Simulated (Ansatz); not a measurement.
# LuBeB, from a guessed structure to a relaxed one, part 2 of 2

This structure for LuBeB is made up. Its elements were placed in a known structure type with a cell scaled to their sizes. What cell does the guess relax to, and how far off was it?

Ansatz 0.2.0; DFT, PBE, plane-wave PAW, files of the set soft_1, scalar-relativistic, no spin, cell and ions relaxed at zero pressure; PAW set soft_1 (the session's first sound run).

So far: Starting point; Relaxing cell and atoms. The relaxed cell has a = 3.560, c = 3.624 Å (conventional setting).

## Step 3: Bands of the relaxed cell

A second self-consistent run takes a narrower smearing and the mesh shown in its input; the bands follow along the standard path of the relaxed lattice.

This step: DFT, PBE, plane-wave PAW, files of the set soft_1, scalar-relativistic, no spin, bands and density of states at the relaxed cell; PAW set soft_1 (Ansatz 0.2.0).

File input.yaml:

```yaml
crystal:
  lattice:
    - [3.5604923613, 0.0, 0.0]
    - [0.0, 3.5604923613, 0.0]
    - [0.0, 0.0, 3.623740759]
  atoms:
    - { symbol: Lu, position: [0.0, 0.0, 0.0] }
    - { symbol: B, position: [0.5, 0.5, 0.0] }
    - { symbol: Be, position: [0.5, 0.5, 0.5] }
kpoints:
  mp_grid: { grid: [10, 10, 8] }
  band_path:
    path:
      - [[0.0, 0.0, 0.0], [0.0, 0.5, 0.0], [0.5, 0.5, 0.0], [0.0, 0.0, 0.0], [0.0, 0.0, 0.5], [0.0, 0.5, 0.5], [0.5, 0.5, 0.5], [0.0, 0.0, 0.5]]
      - [[0.0, 0.5, 0.0], [0.0, 0.5, 0.5]]
      - [[0.5, 0.5, 0.0], [0.5, 0.5, 0.5]]
    npoints: 8
scf:
  occupations: { method: fermi_dirac, width: 0.03 }
  n_extra_bands: 7
hamiltonian:
  xc: pbe
  pseudopotentials: { kind: paw, azcp: { folder: soft_1 } }
output:
  forces: true
  stress: true
  write_bands: true
  dos: { projected: true }
  write_density: true
  write_potential: true
  elf: true
  volumetric_format: npy
```

On the command line:

```sh
$ ansatz run input.yaml --threads 4 --pin off --max-ram 10240MiB --backend cpu --events-out ev --progress --plain --runs-dir out
```

Numbers of over 12 decimals in the logs are rounded to 6 here.

The log of the run:

```text
Lu: projections on atomic orbitals take those of the free atom [Kr 4d10] 4f14 5s2 5p6 5d1 6s2, of charge +0.00 (hamiltonian.pseudopotentials.projection_atoms); the dataset's partial waves leave at most 4.6e-5 of an orbital's norm unspanned inside its sphere
[...]
Crystal: 3 atoms, lattice volume = 45.939 Å³
Basis set: ecut = 420 eV, 897 PW (Γ), exchange–correlation on 48×48×50 points (8 copies of the dense FFT grid, shifted against one another)
Bands: 22, of which v1, the nominal top of the filled ones, is band 15 counted from 1 (14 counted from 0)
Symmetry: 16 space group operations
[...]
k-points: 105 of 800
[...]
SCF iter   1: F=—  HF=-14983.717738 eV  |F-HF|=—  |Δ(HF+E_count)|=         —  Δρ=8.43e-2  dr2=7.69e0  ethr=3.10e-3  ⟨swp⟩=5.9  Hψ=13860  notcnv=0
[...]
SCF iter  10: F=-14981.678042 eV  HF=-14981.678042 eV  |F-HF|=1.23e-8  |Δ(HF+E_count)|=   5.94e-8  Δρ=4.33e-6  dr2=3.97e-9  ethr=3.33e-10  ⟨swp⟩=19.7  Hψ=25812  notcnv=0
SCF 1 converged in 10 iterations: F = -14981.678042 eV  dr2 = 3.97e-9
[...]
NSCF: frozen V_eff on 75 k-points
SCF converged after 10 iterations
Free energy (F): -14981.678042 eV
[...]
Internal energy: -14981.672324 eV  (E = F + TS)
E sigma→0 (E₀):  -14981.675183 eV
Entropy (-TS):   -0.005719 eV (-1.906 meV/atom)
Fermi energy:    10.883629 eV
[...]
--- Stress (GPa, compression-positive) ---
        0.109800       0.000000       0.000000
        0.000000       0.109800       0.000000
        0.000000       0.000000      -0.035933
  P = ⅓ Tr σ = 0.0612 GPa (0.612 kbar)
--- Band table (eV; the first three rows and the last of 105) ---
  k-point 0: bands = [... 11 lower, 6.4623, 9.2929, 9.8128, 11.2240, 11.6212, 11.6212, 15.5512, 15.8910, ... 3 higher]
  k-point 1: bands = [... 11 lower, 6.4645, 8.4086, 10.8444, 11.3147, 11.7077, 11.7077, 15.4158, 15.4158, ... 3 higher]
  k-point 2: bands = [... 11 lower, 6.4701, 7.4204, 11.5522, 11.9559, 11.9559, 12.3577, 14.5169, 14.5169, ... 3 higher]
  k-point 104: bands = [... 11 lower, 6.5175, 8.6459, 9.3913, 9.3913, 11.0211, 11.0211, 15.4136, 17.2687, ... 3 higher]
```

The job ended after 3.3 s (4 threads of Arm Neoverse V1, shared host; peak memory 0.45 GiB; 12 s of CPU time).

This step gave:

```yaml
free_energy: -14981.6780 eV
energy_at_zero_smearing: -14981.6752 eV
smearing_term_ts: 0.005719 eV
fermi_energy: 10.88 eV
pressure: 0.06122 GPa
```

From bands.tsv, the bands that come nearest the Fermi level along the path, at its corners, in eV from the Fermi level:

```tsv
point	band 12	band 13	band 14	band 15	band 16	band 17	band 18	band 19
Γ	-4.42	-1.59	-1.07	0.34	0.74	0.74	4.67	5.01
X	-4.36	-4.34	-2.02	-1.38	0.08	4.40	5.45	5.71
M	-4.37	-2.12	-2.12	-0.95	-0.17	3.13	3.13	6.26
Γ	-4.42	-1.59	-1.07	0.34	0.74	0.74	4.67	5.01
Z	-4.41	-4.37	1.06	1.76	1.76	2.34	2.34	4.94
R	-4.34	-4.27	-2.94	-0.54	-0.53	3.54	4.67	5.24
A	-4.37	-2.24	-1.49	-1.49	0.14	0.14	4.53	6.39
Z	-4.41	-4.37	1.06	1.76	1.76	2.34	2.34	4.94
X	-4.36	-4.34	-2.02	-1.38	0.08	4.40	5.45	5.71
R	-4.34	-4.27	-2.94	-0.54	-0.53	3.54	4.67	5.24
M	-4.37	-2.12	-2.12	-0.95	-0.17	3.13	3.13	6.26
A	-4.37	-2.24	-1.49	-1.49	0.14	0.14	4.53	6.39
```

Counts of states for the cell as run, both spins, by energy window (eV from the Fermi level):

| from | to | total |
| --- | --- | --- |
| -8 | -7 | 0.63 |
| -7 | -6 | 1.18 |
| -6 | -5 | 0.00 |
| -5 | -4 | 14.38 |
| -4 | -3 | 1.23 |
| -3 | -2 | 1.35 |
| -2 | -1 | 1.62 |
| -1 | 0 | 1.39 |
| 0 | 1 | 1.87 |
| 1 | 2 | 0.63 |
| 2 | 3 | 0.98 |
| 3 | 4 | 1.39 |
| 4 | 5 | 1.74 |
| 5 | 6 | 1.37 |

Below -8 eV lie 8.2 more states.

ELF in the ac plane at fractional y = 0.500, with atoms of B and Be within 0.2 Å of it. It is the smooth field of the valence electrons, not physical close to the nuclei.

Ten even steps from '_' (0.00) to '@' (0.86), each cell a mean:
```
::--++##%%++::..::**%%##++--
::--**%%%%%%****##%%%%##++--
::--**%%@@@@@@@@@@@@@@##++--
--==++##@@@@@@@@@@@@%%##++--
--==++**####******####**++--
--====++==::..__..::==++==--
----====::__________::====--
--======--..______..--====--
--==++******++==++******++--
--==++##%%@@@@@@@@@@%%##++--
::==**%%@@@@@@@@@@@@@@##++--
::--**%%@@%%####%%%%%%##++--
::--++%%%%**--::--**%%##++--
::--++####==____..++####++--
```
Columns run along a (3.6 Å), rows up along c (3.6 Å). Atoms in or near the plane, at fractional coordinates: B at (0.50, 0.00), Be at (0.50, 0.50).

Electrostatic potential energy in the ac plane at fractional y = 0.500, with atoms of B and Be within 0.2 Å of it. With pseudopotentials it is smooth inside the atoms' cores, unlike the true potential.

Ten even steps from '_' (-31 eV) to '@' (14 eV), each cell a mean:
```
@@@@@@@@##--______==%%@@@@@@
@@@@@@@@%%**--::--**%%@@@@@@
@@@@@@@@@@%%##**##%%@@@@@@@@
@@@@@@@@@@%%######%%@@@@@@@@
@@@@@@@@%%##++==++##%%@@@@@@
@@@@@@@@##==....::++%%@@@@@@
@@@@@@%%**--______--##@@@@@@
@@@@@@@@##==..__..==##@@@@@@
@@@@@@@@%%**==--==**%%@@@@@@
@@@@@@@@@@%%##**##%%@@@@@@@@
@@@@@@@@@@%%######%%@@@@@@@@
@@@@@@@@%%**==--==##%%@@@@@@
@@@@@@@@##--____..==%%@@@@@@
@@@@@@%%**::______--##@@@@@@
```
Columns run along a (3.6 Å; values clipped at the 3rd and 97th percentile), rows up along c (3.6 Å). Atoms in or near the plane, at fractional coordinates: B at (0.50, 0.00), Be at (0.50, 0.50).

Valence density in the ac plane at fractional y = 0.500, with atoms of B and Be within 0.2 Å of it. It is the smooth field of the valence electrons, not physical close to the nuclei.

Ten even steps from '0' (0.08 e/Å³) to '9' (0.78 e/Å³), each cell a mean:
```
00135887875210
00125799974210
00124688753110
00013456542100
00012344432100
00001221211000
00001100011000
00001111111000
00012233321100
00012456542100
00123578753100
00124799864210
00135888875210
01136764775310
```
Columns run along a (3.6 Å), rows up along c (3.6 Å). Atoms in or near the plane, at fractional coordinates: B at (0.50, 0.00), Be at (0.50, 0.50).

## Step 4: What came out

```yaml
space_group_relaxed: P4/mmm
conventional_cell: a = 3.560, b = 3.560, c = 3.624 Å; α = 90.0°, β = 90.0°, γ = 90.0°
volume_per_atom: 15.31 Å³ (guess 12.87)
```

**Reading.** LuBeB relaxes to P4/mmm with a = 3.560, b = 3.560 and c = 3.624 Å. The guessed volume was 16 % too small. The space group P4/mmm was held in the relaxation, so the end point is a stationary structure within it and may be a saddle against distortions or other arrangements. Bands cross the Fermi level, so it is a metal or semimetal at this level. On the 10×10×8 mesh with the narrower smearing (relaxed on 8×8×8) the forces vanish, as symmetry may demand, and the largest stress component is 0.110 GPa, against the relaxation's thresholds of 0.015 eV/Å and 0.05 GPa. The cutoff wasn't tested. Spin-orbit coupling is left out, which can matter for elements this heavy. No dispersion term is used, so weakly bound directions may come out too long. Nothing here tests whether the compound is stable against decomposition.

[Logs are printed without paths, hosts, clocks, repeated set-up lines and the standing remarks that a program may print on its own settings, such as how far it seeks lower states.]

[Hosts, paths, dates, database ids (printed as entryN), source tags and the programs' standing remarks are cut or masked in the printed files.]
